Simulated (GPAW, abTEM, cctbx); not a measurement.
# (NaF)1(ZrC)1: the scripts behind a bonding study

Short scripts, each with its output. The cell is a (NaF)1(ZrC)1 superlattice along [001] of the rock-salt type, started at the mean lattice constant and relaxed freely, with no substrate.

### 1. Relax the structure

```text
cell
1.0
     3.326937405    0.000000000    0.000000000
     0.000000000    3.326937405    0.000000000
     0.000000000    0.000000000    4.705000000
Na F Zr C
1 1 1 1
Direct
0.000000000 0.000000000 0.000000000
0.500000000 0.500000000 0.000000000
0.500000000 0.500000000 0.500000000
0.000000000 0.000000000 0.500000000
```

```python
from ase.constraints import FixSymmetry
from ase.filters import FrechetCellFilter
from ase.io import read, write
from ase.optimize import BFGS
from ase.parallel import parprint
from gpaw import GPAW, PW, FermiDirac

atoms = read("start.vasp")
atoms.set_constraint(FixSymmetry(atoms))
atoms.calc = GPAW(mode=PW(900), xc="PBE", kpts={"size": (7, 7, 5), "gamma": True},
                 occupations=FermiDirac(0.1), maxiter=120, symmetry={"tolerance": 1e-5}, txt="relax.txt")
BFGS(FrechetCellFilter(atoms), maxstep=0.15).run(fmax=0.03, steps=50)
parprint("cell  %.4f %.4f %.4f  %.2f %.2f %.2f" % tuple(atoms.cell.cellpar()))
parprint("volume %.3f A^3, largest force %.3f eV/A, largest stress %.2f GPa" % (atoms.get_volume(), abs(atoms.get_forces()).max(), 160.218 * abs(atoms.get_stress()).max()))
atoms.set_constraint()
write("relaxed.vasp", atoms, direct=True)
```

```console
$ OMP_NUM_THREADS=1 mpirun -n 4 gpaw python run.py > gpaw.log
```

```text
      Step        Energy          fmax
BFGS:    0      -25.048698        0.645888
BFGS:    1      -25.061228        0.614307
BFGS:    2      -25.136099        0.257148
BFGS:    3      -25.138467        0.243439
BFGS:    4      -25.150814        0.081031
BFGS:    5      -25.152756        0.021163
cell  3.2609 3.2609 4.9349  90.00 90.00 90.00
volume 52.474 A^3, largest force 0.000 eV/A, largest stress 0.26 GPa
```

Time: 61 s on 4 cores of Arm Neoverse V1 (shared host), peak memory 0.95 GiB.

### 2. Build the all-electron density and subtract free atoms

```text
cell
1.0
     3.260883780    0.000000000    0.000000000
     0.000000000    3.260883780    0.000000000
     0.000000000    0.000000000    4.934882990
Zr Na F C
1 1 1 1
Direct
0.500000000 0.500000000 0.500000000
0.000000000 0.000000000 0.000000000
0.500000000 0.500000000 0.000000000
0.000000000 0.000000000 0.500000000
```

```python
import numpy as np
from ase.io import read
from ase.units import Bohr
from gpaw import GPAW, PW, FermiDirac
from gpaw.calculator import GPAW as OldGPAW
from gpaw.mpi import serial_comm, world
from scipy.special import erfc
from scipy.spatial import cKDTree

atoms = read("cell.vasp")
atoms.calc = GPAW(mode=PW(550), xc="PBE", kpts={"size": (8, 8, 5), "gamma": True},
                 occupations=FermiDirac(0.1), maxiter=120, symmetry={"tolerance": 1e-5}, txt="scf.txt")
atoms.get_potential_energy()
rho = atoms.calc.get_all_electron_density(gridrefinement=2)
moments = atoms.get_magnetic_moments() if atoms.calc.get_number_of_spins() == 2 else np.zeros(len(atoms))
total = atoms.get_magnetic_moment() if moments.any() else 0.0
if world.rank == 0:
    free = OldGPAW(mode=PW(550), xc="PBE", txt=None, communicator=serial_comm)
    neutral = atoms.copy()
    neutral.set_initial_magnetic_moments(None)
    free.initialize(neutral)
    free.set_positions(neutral)
    drho = rho - free.get_all_electron_density(gridrefinement=2)
    # GPAW starts from confined atoms: exchange their smooth part for that of the datasets' free atoms
    h = np.stack(np.meshgrid(*[np.fft.fftfreq(n, 1 / n) for n in drho.shape], indexing="ij"), -1)
    gabs = np.linalg.norm(h @ atoms.cell.reciprocal(), axis=-1)
    tails = np.fft.fftn(free.get_pseudo_density(gridrefinement=2))
    g, form, v0 = np.linspace(0, gabs.max(), 1500), {}, 0
    for e in set(atoms.symbols):
        idx = atoms.symbols.search(e)
        d = free.setups[idx[0]].data
        r, w = d.rgd.r_g * Bohr, d.rgd.r_g**2 * d.rgd.dr_g
        j0 = np.sinc(2 * g[:, None] * r)
        smooth = sum(f * p**2 for f, p in zip(d.f_j, d.phit_jg)) + np.sqrt(4 * np.pi) * d.nct_g
        full = sum(f * p**2 for f, p in zip(d.f_j, d.phi_jg)) + np.sqrt(4 * np.pi) * d.nc_g
        phase = sum(np.exp(-2j * np.pi * h @ s) for s in atoms.get_scaled_positions()[idx])
        tails -= np.interp(gabs, g, j0 @ (smooth * w)) * phase * drho.size / atoms.get_volume()
        form[e] = j0 @ (full * w)
        v0 += 2 * np.pi / 3 * 14.3996 * (full * w * r**2).sum() * len(idx)  # V A^3
    tails *= 0.5 * erfc((gabs - 1.8) / 0.25)  # the tails differ at long wavelengths alone
    drho += np.fft.ifftn(tails).real  # crystal minus superposed spherical free atoms
    np.save("drho.npy", drho)
    dv = atoms.get_volume() / drho.size
    print("grid", drho.shape, " electrons %.3f" % (rho.sum() * dv), " moved by bonding %.3f e" % (abs(drho).sum() * dv / 2))
    pts = np.indices(drho.shape).reshape(3, -1).T / drho.shape @ atoms.cell
    shifts = (np.indices((3, 3, 3)).reshape(3, -1).T - 1) @ atoms.cell
    images = (atoms.positions[None] + shifts[:, None]).reshape(-1, 3)
    dist, idx = cKDTree(images).query(pts, k=4)
    out = drho.ravel()[dist[:, 0] > 0.5]
    print("deformation density beyond 0.5 A of the nuclei: max %.3f, min %.3f e/A^3" % (out.max(), out.min()))
    tie = dist < dist[:, :1] + 1e-4
    q = -np.bincount((idx % len(atoms))[tie], (drho.ravel()[:, None] / tie.sum(1, keepdims=True) * tie)[tie], len(atoms)) * dv
    print("atom        x       y       z   Voronoi charge  moment")
    for a, s, c, m in zip(atoms, atoms.get_scaled_positions(), q, moments):
        print("%-2s%-3d %7.4f %7.4f %7.4f %10.3f %10.2f" % (a.symbol, a.index + 1, *s, c, m))
    np.savez("free.npz", g=g, **form)
    print("mean inner potential of superposed free atoms %.3f V" % (v0 / atoms.get_volume()))
    print("total magnetic moment %.3f muB" % total)
```

```console
$ OMP_NUM_THREADS=1 mpirun -n 4 gpaw python run.py > gpaw.log
```

```text
grid (36, 36, 54)  electrons 66.000  moved by bonding 1.004 e
deformation density beyond 0.5 A of the nuclei: max 0.149, min -0.111 e/A^3
atom        x       y       z   Voronoi charge  moment
Zr1    0.5000  0.5000  0.5000      0.408       0.00
Na2    0.0000  0.0000  0.0000      0.290       0.00
F 3    0.5000  0.5000  0.0000     -0.067       0.00
C 4    0.0000  0.0000  0.5000     -0.630       0.00
mean inner potential of superposed free atoms 19.010 V
total magnetic moment 0.000 muB
```

Time: 12 s.

### 3. Fourier-transform the difference

```python
from cctbx import adptbx, crystal, miller, xray
from cctbx.eltbx import tiny_pse
import numpy as np

cs = crystal.symmetry(unit_cell=(3.2609, 3.2609, 4.9349, 90, 90, 90), space_group_symbol='Hall: -P 4 2')  # P4/mmm
atoms = [  # label, site, U (iso, or U11 U22 U33 U12 U13 U23 in A^2), occupancy
    ("Zr1", (0.5, 0.5, 0.5), 0.0000, 1),
    ("Na1", (0, 0, 0), 0.0000, 1),
    ("F1", (0.5, 0.5, 0), 0.0000, 1),
    ("C1", (0, 0, 0.5), 0.0000, 1),
]
xs = xray.structure(crystal_symmetry=cs)
for label, site, u, occ in atoms:
    u = adptbx.u_cif_as_u_star(cs.unit_cell(), u) if isinstance(u, tuple) else u
    xs.add_scatterer(xray.scatterer(label, site=site, u=u, occupancy=occ))
xs.scattering_type_registry(table="wk1995")
drho = np.load("drho.npy")
T = np.array([[1, 0, 0], [0, 1, 0], [0, 0, 1]])  # conventional axes in terms of the primitive ones
dF = np.fft.ifftn(drho) * 52.47440  # electrons a conventional cell, indexed by primitive hkl
ms = miller.build_set(cs, anomalous_flag=False, d_min=0.9).sort("resolution")
iam = ms.structure_factors_from_scatterers(xs, algorithm="direct").f_calc()
p1 = xs.expand_to_p1()
z = np.array([tiny_pse.table(sc.scattering_type).atomic_number() for sc in p1.scatterers()])
x = np.array(p1.sites_frac())
free = np.load("free.npz")
print("static structure factors of the conventional cell: F in electrons, V (Mott-Bethe) in volts")
print("   h  k  l      d  |F| table  |F| free   |F| DFT   change   |V| free  |V| DFT  change %")
for h, d, table in list(zip(ms.indices(), ms.d_spacings().data(), iam.data()))[:16]:
    df = dF[tuple(np.rint(np.linalg.solve(T, h)).astype(int))]
    phase = np.exp(2j * np.pi * x @ h)
    f = sum(np.interp(1 / d, free["g"], free[sc.scattering_type]) * p for sc, p in zip(p1.scatterers(), phase))
    fz = (z * phase).sum()
    c = 14.3996 * d * d / (np.pi * cs.unit_cell().volume())
    v0, v1 = abs(fz - f) * c, abs(fz - f - df) * c
    print("%4d%3d%3d %7.4f %9.3f %9.3f %9.3f %8.3f %9.3f %8.3f %8s" % (h + (d, abs(table), abs(f), abs(f + df), abs(f + df) - abs(f), v0, v1, "%.1f" % (100 * (v1 / v0 - 1)) if v0 > 0.02 else "-")))
```

```console
$ python run.py
```

```text
static structure factors of the conventional cell: F in electrons, V (Mott-Bethe) in volts
   h  k  l      d  |F| table  |F| free   |F| DFT   change   |V| free  |V| DFT  change %
   0  0  1  4.9349    23.359    23.400    23.790    0.390     5.531    4.701    -15.0
   1  0  0  3.2609    27.840    27.832    27.506   -0.327     3.871    4.174      7.8
   1  0  1  2.7206    29.897    29.907    29.309   -0.598     3.939    4.326      9.8
   0  0  2  2.4674    49.736    49.636    50.396    0.761     8.703    8.298     -4.6
   1  1  0  2.3058    48.468    48.360    48.542    0.182     8.192    8.108     -1.0
   1  1  1  2.0890    18.883    18.938    18.750   -0.188     2.692    2.763      2.7
   1  0  2  1.9676    24.306    24.273    24.413    0.139     2.613    2.566     -1.8
   1  1  2  1.6847    41.787    41.733    41.851    0.117     6.016    5.987     -0.5
   0  0  3  1.6450    17.598    17.674    17.801    0.127     1.968    1.938     -1.5
   2  0  0  1.6304    41.029    40.987    40.937   -0.049     5.808    5.820      0.2
   2  0  1  1.5481    17.290    17.371    17.231   -0.139     1.807    1.836      1.6
   1  0  3  1.4687    25.158    25.164    25.211    0.047     2.042    2.033     -0.4
   2  1  0  1.4583    21.465    21.505    21.645    0.140     1.949    1.924     -1.3
   2  1  1  1.3985    24.626    24.638    24.752    0.114     1.941    1.922     -1.0
   2  0  2  1.3603    36.751    36.766    36.735   -0.031     4.725    4.730      0.1
   1  1  3  1.3391    16.603    16.682    16.709    0.027     1.460    1.455     -0.3
```

Time: 0.27 s on 1 core of Arm Neoverse V1 (shared host), peak memory 0.07 GiB.

### 4. Scan a probe

```python
import abtem
import numpy as np
from ase.build import make_supercell
from ase.io import read

abtem.config.set({"dask.lazy": False, "fft": "fftw", "diagnostics.progress_bar": False})
M = [[0, -1, 0], [0, 0, -1], [1, 0, 0]]  # rows: x, y and beam direction in the primitive cell's axes
unit = make_supercell(read("cell.vasp"), M)
unit.set_cell(list(unit.cell.lengths()) + [90, 90, 90], scale_atoms=True)
unit.positions[:, 2] += 0.8152  # keeps atomic planes off the slice boundaries
unit.wrap()
slab = unit * (4, 3, 8)
print(slab.get_chemical_formula(), "| box %.2f x %.2f x %.2f A" % tuple(slab.cell.lengths()))

# change of the potential by bonding, from the DFT deformation density (Poisson's equation term by term)
drho = np.load("drho.npy")
prim = read("cell.vasp")
h = np.stack(np.meshgrid(*[np.fft.fftfreq(n, 1 / n) for n in drho.shape], indexing="ij"), -1).reshape(-1, 3).astype(int)
g2 = ((h @ prim.cell.reciprocal()) ** 2).sum(1)
keep = (g2 > 0) & (g2 < 2.5**2)
shape = (24, 36, 20)
vg = np.zeros(shape, complex)
hm = h[keep] @ np.array(M).T
move = np.exp(-2j * np.pi * hm[:, 2] * (0.8152 / unit.cell[2, 2] - 0.5 / shape[2]))  # the same shift, sampled at mid-points
vg[tuple(hm.T % np.array(shape)[:, None])] = -14.3996 / np.pi * (np.fft.fftn(drho).ravel() / drho.size)[keep] / g2[keep] * move
dV = np.fft.ifftn(vg).real * vg.size
dV = dV.reshape(24, 36, 2, 10).mean(3) * unit.cell[2, 2] / 2  # V A, projected in each slice
dV = np.tile(dV.transpose(2, 0, 1), (8, 4, 3))


def build(atoms):
    p = abtem.Potential(atoms, gpts=(96, 108), slice_thickness=[slab.cell[2, 2] / 16] * 16,
                        parametrization="lobato", projection="infinite", exit_planes=8).build()
    p.array[:] += BONDING * dV
    return p


sigmas = {'Zr': 0.08, 'Na': 0.098, 'F': 0.1, 'C': 0.105}  # r.m.s. displacement along each axis, A
u = np.array([sigmas[s] for s in slab.symbols])[:, None]
rng = np.random.default_rng(95)


def potentials():
    for _ in range(2):  # frozen phonons, one configuration at a time
        atoms = slab.copy()
        atoms.positions += u * rng.standard_normal((len(atoms), 3))
        atoms.wrap()
        yield build(atoms)


for label, BONDING in (("IAM", 0.0), ("DFT", 1.0)):
    print("=====", label)
    rng = np.random.default_rng(95)  # the same displacements for both
    potential = build(slab)
    print("grid", potential.gpts, "slices", potential.num_slices)
    thickness = potential.exit_thicknesses
    probe = abtem.Probe(energy=100000, semiangle_cutoff=25)
    probe.grid.match(potential)
    print("wavelength %.5f A, largest angle on the grid %.0f mrad" % (probe.wavelength, min(probe.cutoff_angles)))
    detectors = {"ABF": (12, 25), "BF": (0, 12), "LAADF": (30, 80)}  # mrad
    columns = [  # name, x, y (A)
        ("Zr", 1.630, 2.467),
        ("Na", 0.000, 0.000),
        ("F", 1.630, 0.000),
        ("C", 0.000, 2.467),
        ("void", 0.815, 1.234),
    ]
    scan = abtem.GridScan(start=(0.0000, 0.0000), end=(3.2609, 4.9349), gpts=(10, 14), endpoint=False)
    dets = [abtem.AnnularDetector(*v) for v in detectors.values()] + [abtem.PixelatedDetector(max_angle=38)]
    runs = [probe.scan(p, scan=scan, detectors=dets, max_batch=32) for p in potentials()]
    out = [sum(x[1:], x[0]) / len(x) for x in zip(*runs)]
    images = dict(zip(detectors, out))
    images["iCOM"] = out[-1].center_of_mass().integrate_gradient()
    np.save(label + "_pacbed.npy", out[-1].array.mean(axis=(1, 2)))
    print("PACBED pixel %.3f x %.3f mrad" % out[-1].angular_sampling)
    for name, im in images.items():
        im = im.interpolate(sampling=0.1, boundary="periodic").gaussian_filter(0.35)
        np.save(label + "_" + name + ".npy", im.array)
        print(name, "signal at the columns" + (", fraction of the beam" if name in detectors else ""))
        print("  t (A)     mean" + "".join("%10s" % c[0][:9] for c in columns))
        for t, a in list(zip(thickness, im.array))[1:]:
            at = [a[round((x - 0.0000) / im.sampling[0]) % a.shape[0], round((y - 0.0000) / im.sampling[1]) % a.shape[1]] for _, x, y in columns]
            print("%7.1f %8.5f" % (t, a.mean()) + "".join("%10.5f" % v for v in at))
```

```console
$ python run.py
```

```text
C96F96Na96Zr96 | box 13.04 x 14.80 x 26.09 A
===== IAM
grid (96, 108) slices 16
wavelength 0.03701 A, largest angle on the grid 90 mrad
PACBED pixel 2.838 x 2.500 mrad
ABF signal at the columns, fraction of the beam
  t (A)     mean        Zr        Na         F         C      void
   13.0  0.71419   0.54846   0.71537   0.71850   0.71422   0.72973
   26.1  0.67107   0.37824   0.65862   0.67240   0.65376   0.70607
BF signal at the columns, fraction of the beam
  t (A)     mean        Zr        Na         F         C      void
   13.0  0.23607   0.19014   0.23876   0.24353   0.24710   0.24304
   26.1  0.22316   0.11158   0.24246   0.25018   0.26156   0.23820
LAADF signal at the columns, fraction of the beam
  t (A)     mean        Zr        Na         F         C      void
   13.0  0.02748   0.17462   0.02805   0.02197   0.02007   0.01108
   26.1  0.06101   0.30490   0.06396   0.04913   0.04843   0.02909
iCOM signal at the columns
  t (A)     mean        Zr        Na         F         C      void
   13.0  0.03796   0.10527   0.04318   0.03774   0.04951   0.02758
   26.1  0.03796   0.13907   0.05100   0.04048   0.06150   0.00866
===== DFT
grid (96, 108) slices 16
wavelength 0.03701 A, largest angle on the grid 90 mrad
PACBED pixel 2.838 x 2.500 mrad
ABF signal at the columns, fraction of the beam
  t (A)     mean        Zr        Na         F         C      void
   13.0  0.71453   0.54852   0.71448   0.71952   0.71634   0.72996
   26.1  0.67221   0.37818   0.65554   0.67569   0.66198   0.70678
BF signal at the columns, fraction of the beam
  t (A)     mean        Zr        Na         F         C      void
   13.0  0.23609   0.19023   0.23913   0.24327   0.24640   0.24319
   26.1  0.22324   0.11170   0.24378   0.24921   0.25822   0.23891
LAADF signal at the columns, fraction of the beam
  t (A)     mean        Zr        Na         F         C      void
   13.0  0.02733   0.17474   0.02821   0.02131   0.01940   0.01098
   26.1  0.06047   0.30507   0.06445   0.04721   0.04638   0.02862
iCOM signal at the columns
  t (A)     mean        Zr        Na         F         C      void
   13.0  0.03600   0.10224   0.04382   0.03664   0.04251   0.02609
   26.1  0.03600   0.13497   0.05415   0.04016   0.05000   0.00757
```

Time: 6.4 s.

[Outputs are excerpts: Python notices, other lines and further rows are left out; steps that failed or that the build refused (PBEsol, TPSS) are not shown.]

[Logs are printed without paths, hosts, clocks, repeated set-up lines and the standing remarks that a program may print on its own settings, such as how far it seeks lower states.]
